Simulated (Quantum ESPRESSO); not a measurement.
# NaF (Villiaumite): phonons by linear response, part 4 of 5

How does NaF (Villiaumite) vibrate, and is this structure a minimum?

Quantum ESPRESSO 7.5; DFT LDA, scalar-relativistic, plane waves, PseudoDojo norm-conserving pseudopotentials.

So far, lowest frequency on the path (cm⁻¹): step 13 (the dispersion under another sum rule (no)) 3.47.

## Step 16: Zone-centre response, volume × 0.97

Contents of ph.in:

```
phonons
&inputph
   prefix = 'x'
   outdir = './tmp'
   fildyn = 's.dyn'
   tr2_ph = 1.0d-18
   epsil = .true.
/
0.000000000000 0.000000000000 0.000000000000
```

Launch:

```console
> OMP_NUM_THREADS=1 mpirun -n 4 ph.x -nk 4 -in ph.in > ph.out
```

The program printed:

```text
[banners, grids and lines that vanish by symmetry left out]
[banner, memory and clock lines left out]
Program PHONON v.7.5

     ./tmp/x.save/

     IMPORTANT: XC functional enforced from input :
     Exchange-correlation= PW
                           (   1   4   0   0   0   0   0)
     Any further DFT definition will be discarded
     Please, verify this is what you really want

     G-vector sticks info

     Reading collected, re-writing distributed wavefunctions in ./tmp/

     Number and degeneracy of irreps per q-point
       N         xq(1)         xq(2)         xq(3)   N irreps
       1   0.000000000   0.000000000   0.000000000       2
        3   3

     Calculation of q =    0.0000000   0.0000000   0.0000000

     phonons

     bravais-lattice index     =            0
     lattice parameter (alat)  =       5.9551  a.u.
     unit-cell volume          =     149.3340 (a.u.)^3
     number of atoms/cell      =            2
     number of atomic types    =            2
     kinetic-energy cut-off    =      97.0000  Ry
     charge density cut-off    =     388.0000  Ry
     convergence threshold     =      1.0E-18
     beta                      =       0.7000
     number of iterations used =            4
     Exchange-correlation= PW
                           (   1   4   0   0   0   0   0)

     celldm(1)=    5.95513  celldm(2)=    0.00000  celldm(3)=    0.00000
     celldm(4)=    0.00000  celldm(5)=    0.00000  celldm(6)=    0.00000

     crystal axes: (cart. coord. in units of alat)
               a(1) = ( -0.7071  0.0000  0.7071 )
               a(2) = (  0.0000  0.7071  0.7071 )
               a(3) = ( -0.7071  0.7071  0.0000 )

     reciprocal axes: (cart. coord. in units 2 pi/alat)
               b(1) = ( -0.7071 -0.7071  0.7071 )
               b(2) = (  0.7071  0.7071  0.7071 )
               b(3) = ( -0.7071  0.7071 -0.7071 )

     Atoms inside the unit cell:

     Cartesian axes

     site n.  atom      mass           positions (alat units)
        1  Na     22.9898   tau(    1) = (    0.00000    0.00000    0.00000  )
        2  F      18.9984   tau(    2) = (   -0.70711    0.70711    0.70711  )

     Computing dynamical matrix for
                    q = (   0.0000000   0.0000000   0.0000000 )

     49 Sym.Ops. (with q -> -q+G )

     G cutoff =  348.5415  (  19339 G-vectors)     FFT grid: ( 40, 40, 40)
     number of k points=    29
                       cart. coord. in units 2pi/alat
        k(    1) = (   0.0000000   0.0000000   0.0000000), wk =   0.0039062
        k(    2) = (  -0.0883883   0.0883883  -0.0883883), wk =   0.0312500
        k(    3) = (  -0.1767767   0.1767767  -0.1767767), wk =   0.0312500
        [... further k-points left out ...]

     PseudoPot. # 1 for Na read from file:
     ./pseudo/Na.upf
     Pseudo is Norm-conserving, Zval =  9.0
     Using radial grid of 1968 points,  4 beta functions with:
                l(1) =   0
                l(2) =   0
                l(3) =   1
                l(4) =   1

     PseudoPot. # 2 for F  read from file:
     ./pseudo/F.upf
     Pseudo is Norm-conserving + core correction, Zval =  7.0
     Using radial grid of  824 points,  5 beta functions with:
                l(1) =   0
                l(2) =   0
                l(3) =   1
                l(4) =   1
                l(5) =   2

     Mode symmetry, O_h (m-3m)  point group:

     Electric field:
     Dielectric constant
     Born effective charges as d Force / d E

     Atomic displacements:
     There are    2 irreducible representations

     Representation     1      3 modes -  To be done

     Representation     2      3 modes -  To be done

     Alpha used in Ewald sum =   2.8000

     Electric Fields Calculation

      iter #   1   av.it.:   5.8
      thresh= 1.000E-02 alpha_mix =  0.700 |ddv_scf|^2 =  6.838E-09

      iter #   2   av.it.:  10.9
      thresh= 8.269E-06 alpha_mix =  0.700 |ddv_scf|^2 =  1.132E-10

      iter #   3   av.it.:  10.9
      thresh= 1.064E-06 alpha_mix =  0.700 |ddv_scf|^2 =  6.084E-12

      iter #   4   av.it.:  11.0
      thresh= 2.467E-07 alpha_mix =  0.700 |ddv_scf|^2 =  9.489E-14

      iter #   5   av.it.:  10.8
      thresh= 3.080E-08 alpha_mix =  0.700 |ddv_scf|^2 =  1.412E-16

      iter #   6   av.it.:  11.4
      thresh= 1.188E-09 alpha_mix =  0.700 |ddv_scf|^2 =  3.081E-18

      iter #   7   av.it.:  11.2
      thresh= 1.755E-10 alpha_mix =  0.700 |ddv_scf|^2 =  2.775E-20

     End of electric fields calculation

          Dielectric constant in cartesian axis

          (       1.937390224       0.000000000       0.000000000 )
          (       0.000000000       1.937390224       0.000000000 )
          (       0.000000000      -0.000000000       1.937390224 )

          Effective charges (d Force / dE) in cartesian axis without acoustic sum rule applied (asr)

           atom    1  Na    Mean Z*:        0.99401
      Ex  (        0.99401        0.00000        0.00000 )
      Ey  (        0.00000        0.99401       -0.00000 )
      Ez  (        0.00000       -0.00000        0.99401 )
           atom    2  F     Mean Z*:       -0.99338
      Ex  (       -0.99338       -0.00000       -0.00000 )
      Ey  (       -0.00000       -0.99338        0.00000 )
      Ez  (       -0.00000        0.00000       -0.99338 )

          Effective charges Sum: Mean:        0.00063
              0.00063        0.00000        0.00000
              0.00000        0.00063       -0.00000
              0.00000       -0.00000        0.00063

          Effective charges (d Force / dE) in cartesian axis with asr applied:
           atom    1  Na    Mean Z*:        0.99370
      E*x (        0.99370        0.00000        0.00000 )
      E*y (        0.00000        0.99370       -0.00000 )
      E*z (        0.00000       -0.00000        0.99370 )
           atom    2  F     Mean Z*:       -0.99370
      E*x (       -0.99370       -0.00000       -0.00000 )
      E*y (       -0.00000       -0.99370        0.00000 )
      E*z (       -0.00000        0.00000       -0.99370 )

     Representation #   1 modes #   1   2   3

     Self-consistent Calculation

      iter #   1   av.it.:   6.7
      thresh= 1.000E-02 alpha_mix =  0.700 |ddv_scf|^2 =  1.202E-06

      iter #   2   av.it.:  10.8
      thresh= 1.096E-04 alpha_mix =  0.700 |ddv_scf|^2 =  1.445E-09

      iter #   3   av.it.:  11.5
      thresh= 3.802E-06 alpha_mix =  0.700 |ddv_scf|^2 =  5.796E-11

      iter #   4   av.it.:  11.6
      thresh= 7.613E-07 alpha_mix =  0.700 |ddv_scf|^2 =  6.864E-13

      iter #   5   av.it.:  11.3
      thresh= 8.285E-08 alpha_mix =  0.700 |ddv_scf|^2 =  6.665E-16

      iter #   6   av.it.:  11.7
      thresh= 2.582E-09 alpha_mix =  0.700 |ddv_scf|^2 =  3.490E-17

      iter #   7   av.it.:  11.4
      thresh= 5.908E-10 alpha_mix =  0.700 |ddv_scf|^2 =  1.544E-19

     End of self-consistent calculation

     Convergence has been achieved

     Representation #   2 modes #   4   5   6

     Self-consistent Calculation

      iter #   1   av.it.:   7.0
      thresh= 1.000E-02 alpha_mix =  0.700 |ddv_scf|^2 =  2.171E-06

      iter #   2   av.it.:  11.0
      thresh= 1.474E-04 alpha_mix =  0.700 |ddv_scf|^2 =  8.388E-09

      iter #   3   av.it.:  11.2
      thresh= 9.159E-06 alpha_mix =  0.700 |ddv_scf|^2 =  3.336E-11

      iter #   4   av.it.:  11.4
      thresh= 5.776E-07 alpha_mix =  0.700 |ddv_scf|^2 =  1.296E-12

      iter #   5   av.it.:  11.5
      thresh= 1.138E-07 alpha_mix =  0.700 |ddv_scf|^2 =  6.193E-15

      iter #   6   av.it.:  11.6
      thresh= 7.869E-09 alpha_mix =  0.700 |ddv_scf|^2 =  8.361E-18

      iter #   7   av.it.:  11.5
      thresh= 2.892E-10 alpha_mix =  0.700 |ddv_scf|^2 =  4.639E-19

     End of self-consistent calculation

     Convergence has been achieved

     Number of q in the star =    1
     List of q in the star:
          1   0.000000000   0.000000000   0.000000000

          Dielectric constant in cartesian axis

          (       1.937390224       0.000000000       0.000000000 )
          (       0.000000000       1.937390224       0.000000000 )
          (       0.000000000      -0.000000000       1.937390224 )

          Effective charges (d Force / dE) in cartesian axis without acoustic sum rule applied (asr)

           atom    1  Na    Mean Z*:        0.99401
      Ex  (        0.99401        0.00000        0.00000 )
      Ey  (        0.00000        0.99401       -0.00000 )
      Ez  (        0.00000       -0.00000        0.99401 )
           atom    2  F     Mean Z*:       -0.99338
      Ex  (       -0.99338       -0.00000       -0.00000 )
      Ey  (       -0.00000       -0.99338        0.00000 )
      Ez  (       -0.00000        0.00000       -0.99338 )

          Effective charges Sum: Mean:        0.00063
              0.00063        0.00000        0.00000
              0.00000        0.00063       -0.00000
              0.00000       -0.00000        0.00063

          Effective charges (d Force / dE) in cartesian axis with asr applied:
           atom    1  Na    Mean Z*:        0.99370
      E*x (        0.99370        0.00000        0.00000 )
      E*y (        0.00000        0.99370       -0.00000 )
      E*z (        0.00000       -0.00000        0.99370 )
           atom    2  F     Mean Z*:       -0.99370
      E*x (       -0.99370       -0.00000       -0.00000 )
      E*y (       -0.00000       -0.99370        0.00000 )
      E*z (       -0.00000        0.00000       -0.99370 )

     Diagonalizing the dynamical matrix

     q = (    0.000000000   0.000000000   0.000000000 )

 **************************************************************************
     freq (    1) =       0.037484 [THz] =       1.250341 [cm-1]
     freq (    2) =       0.037484 [THz] =       1.250341 [cm-1]
     freq (    3) =       0.037484 [THz] =       1.250341 [cm-1]
     freq (    4) =       8.866487 [THz] =     295.754184 [cm-1]
     freq (    5) =       8.866487 [THz] =     295.754184 [cm-1]
     freq (    6) =       8.866487 [THz] =     295.754184 [cm-1]
 **************************************************************************

     Mode symmetry, O_h (m-3m)  point group:

     freq (   1-   3) =          1.3  [cm-1]   --> T_1u G_15  G_4- I
     freq (   4-   6) =        295.8  [cm-1]   --> T_1u G_15  G_4- I
```

It took 2.4 min on 4 MPI ranks of Intel Xeon at 2.50GHz (Skylake/Cascade Lake), shared host; peak memory of a rank 0.09 GiB; 9.3 min of CPU time.

This step gave:

```
largest acoustic frequency at the zone centre before the sum rule : 1.25 cm⁻¹
highest optical zone-centre mode (no LO-TO term)                  : 295.8 cm⁻¹
lowest optical zone-centre mode                                   : 295.8 cm⁻¹
mean high-frequency dielectric constant                           : 1.937
largest Born charge in size (third of the trace)                  : 0.994 e
```

Born charge (rows field, columns displacement), before the sum rule (e), principal values of the symmetric part by kind of site:

| atom | atoms with these values | low | middle | high | mean |
| --- | --- | --- | --- | --- | --- |
| Na1 | 1 | 0.9940 | 0.9940 | 0.9940 | 0.9940 |
| F2 | 1 | -0.9934 | -0.9934 | -0.9934 | -0.9934 |

In full for F2:

```
-0.9934  0.0000  0.0000
 0.0000 -0.9934  0.0000
 0.0000  0.0000 -0.9934
```

High-frequency dielectric tensor:

```
1.94 0.00 0.00
0.00 1.94 0.00
0.00 0.00 1.94
```

The highest optical mode without the LO-TO term lies at 295.8 cm⁻¹.

## Step 17: Self-consistent run for the response, volume × 1.03

Contents of scf.in:

```
&control
   calculation = 'scf'
   prefix = 'x'
   outdir = './tmp'
   pseudo_dir = './pseudo'
   tprnfor = .true.
   tstress = .true.
/
&system
   ibrav = 0
   nat = 2
   ntyp = 2
   ecutwfc = 97.0
   occupations = 'fixed'
   nbnd = 10
/
&electrons
   conv_thr = 1.0d-12
   mixing_beta = 0.7
   electron_maxstep = 100
/
ATOMIC_SPECIES
 Na     22.9898  Na.upf
 F      18.9984  F.upf
CELL_PARAMETERS angstrom
    -2.273347702    0.000000000    2.273347702
     0.000000000    2.273347702    2.273347702
    -2.273347702    2.273347702    0.000000000
ATOMIC_POSITIONS crystal
 Na     0.000000000   0.000000000   0.000000000
 F      0.500000000   0.500000000   0.500000000
K_POINTS automatic
 8 8 8 0 0 0
```

Launch:

```console
> OMP_NUM_THREADS=1 mpirun -n 4 pw.x -nk 4 -in scf.in > scf.out
```

The program printed:

```text
[banners, grids and lines that vanish by symmetry left out]
[banner, memory and clock lines left out]
Program PWSCF v.7.5

[...]
kinetic-energy cutoff     =      97.0000  Ry
     charge density cutoff     =     388.0000  Ry
     scf convergence threshold =      1.0E-12
[...]
(   1   4   0   0   0   0   0)
[...]
48 Sym. Ops., with inversion, found
[...]
number of k points=    29
[...]
End of self-consistent calculation
[...]
highest occupied, lowest unoccupied level (ev):     0.9254    7.2314
!    total energy              =    -140.61687106 Ry
[...]
convergence has been achieved in  11 iterations
     atom    1 type  1   force =    -0.00000000   -0.00000000    0.00000000
     atom    2 type  2   force =     0.00000000    0.00000000    0.00000000
     Total force =     0.000000     Total SCF correction =     0.000000
          total   stress  (Ry/bohr**3)                   (kbar)     P=      -16.99
[...]
XML data file, charge density, pseudopotentials, collected wavefunctions
```

Elapsed: 10 s, on 4 MPI ranks; peak memory of a rank 0.07 GiB.

This step gave:

```
volume per atom   : 11.75 Å³
pressure          : -1.699 GPa
gap on the k-mesh : 6.306 eV
```

(Continued in part 5 of 5.)

[Long decimals in the printed logs are rounded to 6 places.]

[Host names, launcher messages, clock columns and parts of forces and stress are left out of these logs.]

[Logs are printed without paths, hosts, clocks, repeated set-up lines and the standing remarks that a program may print on its own settings, such as how far it seeks lower states.]

[Hosts, paths, dates, database ids (printed as entryN), source tags and the programs' standing remarks are cut or masked in the printed files.]

[Where Elk ran, warnings of its patched build on accuracy (core leakage, angular cutoffs, spin-orbit splittings, empty states, lower magnetic states) are left out.]

[Sessions in which a second program contradicted a gradient-corrected response are left out of this set, so agreement between programs is selected.]
